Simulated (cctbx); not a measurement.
# Reading a Patterson map

Space group Fd-3m (no. 227, origin choice 1), a = 10.6910 Å, b = 10.6910 Å, c = 10.6910 Å, α = 90.00°, β = 90.00°, γ = 90.00°, content Tl8 Ti16 S32.

Simulated single-crystal data (cctbx): Ga Kα, λ = 1.3414 Å, to d = 0.83 Å, 95 % of the full sphere, strongest reflection 70000 counts, noise from counting, a 3 % proportional error and a noise floor of 2 counts (s.d.); no absorption.

Patterson synthesis, origin scaled to 1000:

```text
Patterson group F m -3 m
      u       v       w   height  length (A)
  0.000   0.000   0.000   1000.0     0.00
  0.250   0.250   0.250    523.1     4.63
  0.123   0.123   0.377    301.4     4.44
  0.130   0.130   0.130    118.3     2.41
  0.000   0.250   0.250    104.5     3.78
  0.000   0.000   0.246    102.0     2.63
  0.000   0.000   0.500     61.6     5.35
  0.041   0.041   0.100      5.3     1.23
  0.022   0.080   0.080      2.4     1.23
  0.149   0.213   0.213      0.5     3.60
  0.170   0.170   0.281      0.2     3.95
  0.185   0.185   0.315     -0.9     4.38
  0.057   0.191   0.191     -3.2     2.96
  0.083   0.158   0.283     -4.6     3.58
```

Q: Assign the vectors.

A peak at u stands for all pairs with xi − xj = u, with weight Σ ZiZj against Σ Z² = 68424 at the origin. Peak heights follow these weights only roughly, since form factors, motion and series ripples differ, all vectors within 0.55 Å of a peak are counted as merged into it though the farther ones add only part of their weight, and F(000) is left out, which lowers the whole map:

| u | v | w | shortest length (Å) | height | 1000 ΣZiZj/ΣZ² | pairs in the cell |
| --- | --- | --- | --- | --- | --- | --- |
| 0.250 | 0.250 | 0.250 | 4.63 | 523 | 548 | 4 × Tl–Tl, 32 × Ti–S |
| 0.123 | 0.123 | 0.377 | 4.44 | 301 | 360 | 8 × Tl–Ti, 8 × Tl–S |
| 0.130 | 0.130 | 0.130 | 2.41 | 118 | 152 | 8 × Tl–S |
| 0.000 | 0.250 | 0.250 | 3.78 | 104 | 176 | 32 × S–S, 8 × Ti–Ti |
| 0.000 | 0.000 | 0.246 | 2.63 | 102 | 165 | 32 × Ti–S |
| 0.000 | 0.000 | 0.500 | 5.35 | 62 | 120 | 32 × S–S |

The table stops at ten peaks or at a height of 45, below which ripples compete. In the model behind the data Tl, the heaviest element, has 1 independent site: (1/2, 0, 1/2), up to an allowed shift of origin; the Tl–Tl vectors are differences of these positions and their symmetry mates. The whole model:

```csv
atom,mult.,x,y,z,Ueq (Å²)
Tl1,8,1/2,0,1/2,0.0204
Ti1,16,3/8,5/8,3/8,0.0245
S1,32,0.3813,0.3813,0.3813,0.0314
```

This is a model crystal, built by substitution and not relaxed, with assumed displacement parameters.

[Logs are printed without paths, hosts, clocks, repeated set-up lines and the standing remarks that a program may print on its own settings, such as how far it seeks lower states.]
